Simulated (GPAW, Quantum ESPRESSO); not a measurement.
The K K edge of atom 1 in K (Im-3m), with 8 K at 4.52 Å and 6 K at 5.22 Å (cube and octahedron, as in bcc, site symmetry m-3m), was computed in 2 ways: excited-electron core hole (neutral cell) and no core hole. Program and functional: Quantum ESPRESSO XSpectra, LDA, Lorentzian half width 0.37 eV up to 4 eV, rising linearly to 2.5 eV at 25 eV; cells of 1 and 4 atoms (the run without a hole in the smaller).

Each run is counted from its own lowest empty level or Fermi level and scaled to a mean of 1 over its first 20 eV.

```csv
E (eV),run 1,run 2
-2.00,0.05,0.06
-1.25,0.07,0.09
-0.50,0.15,0.20
0.25,0.46,0.72
1.00,0.81,1.38
1.75,0.77,0.52
2.50,0.65,0.55
3.25,0.69,1.03
4.00,0.64,1.02
4.75,0.71,0.99
5.50,0.80,0.94
6.25,1.10,1.54
7.00,1.69,1.66
7.75,1.65,1.17
8.50,1.16,0.92
9.25,0.96,0.86
10.00,0.95,0.85
10.75,0.96,0.89
11.50,1.04,0.95
12.25,1.10,0.98
13.00,1.10,0.98
13.75,1.07,0.98
14.50,1.03,0.99
15.25,1.02,0.99
16.00,1.04,1.01
16.75,1.07,1.04
17.50,1.12,1.05
18.25,1.16,1.04
19.00,1.16,1.00
19.75,1.12,0.96
20.50,1.07,0.93
21.25,1.03,0.92
22.00,1.01,0.92
22.75,1.00,0.92
23.50,1.00,0.92
24.25,1.00,0.92
25.00,1.01,0.91
25.75,1.01,0.91
26.50,1.00,0.90
27.25,0.99,0.88
28.00,0.97,0.87
28.75,0.95,0.87
29.50,0.94,0.88
30.25,0.95,0.91
31.00,0.98,0.93
31.75,1.01,0.95
```

The database entry behind the starting cell lists a temperature near 5 K, so it need not match the best structure at ambient conditions.

Question: Which run is which?

Run 1: no core hole (area from −2 to 6 eV 4.4, main maxima 1.2 eV (0.83), 7.4 eV (1.81), 12.6 eV (1.10) and 18.6 eV (1.16)). Run 2: excited-electron core hole (neutral cell) (area from −2 to 6 eV 5.7, main maxima 0.9 eV (1.40), 3.6 eV (1.18), 6.7 eV (1.80) and 17.5 eV (1.05)). With each curve scaled to its own mean, the area from −2 to 6 eV with the hole is 5.7 against 4.4, and the centre of weight from −1 to 20 eV moves by -0.7 eV: the hole pulls the absorber's empty states down.

[Banner, clock and machine lines of the logs are left out without a mark of their own.]

[Logs are printed without paths, hosts, clocks, repeated set-up lines and the standing remarks that a program may print on its own settings, such as how far it seeks lower states.]

[Hosts, paths, dates, database ids (printed as entryN), source tags and the programs' standing remarks are cut or masked in the printed files.]

[Lists of maxima count a maximum above −3 eV only where it reaches 4 % of the highest in the window and stands out from its surroundings by 2 % of it (1.5 % where it reaches 55 %); shoulders and weaker maxima are passed over, and of the rest the first, up to two pre-edge ones and the few strongest are named.]
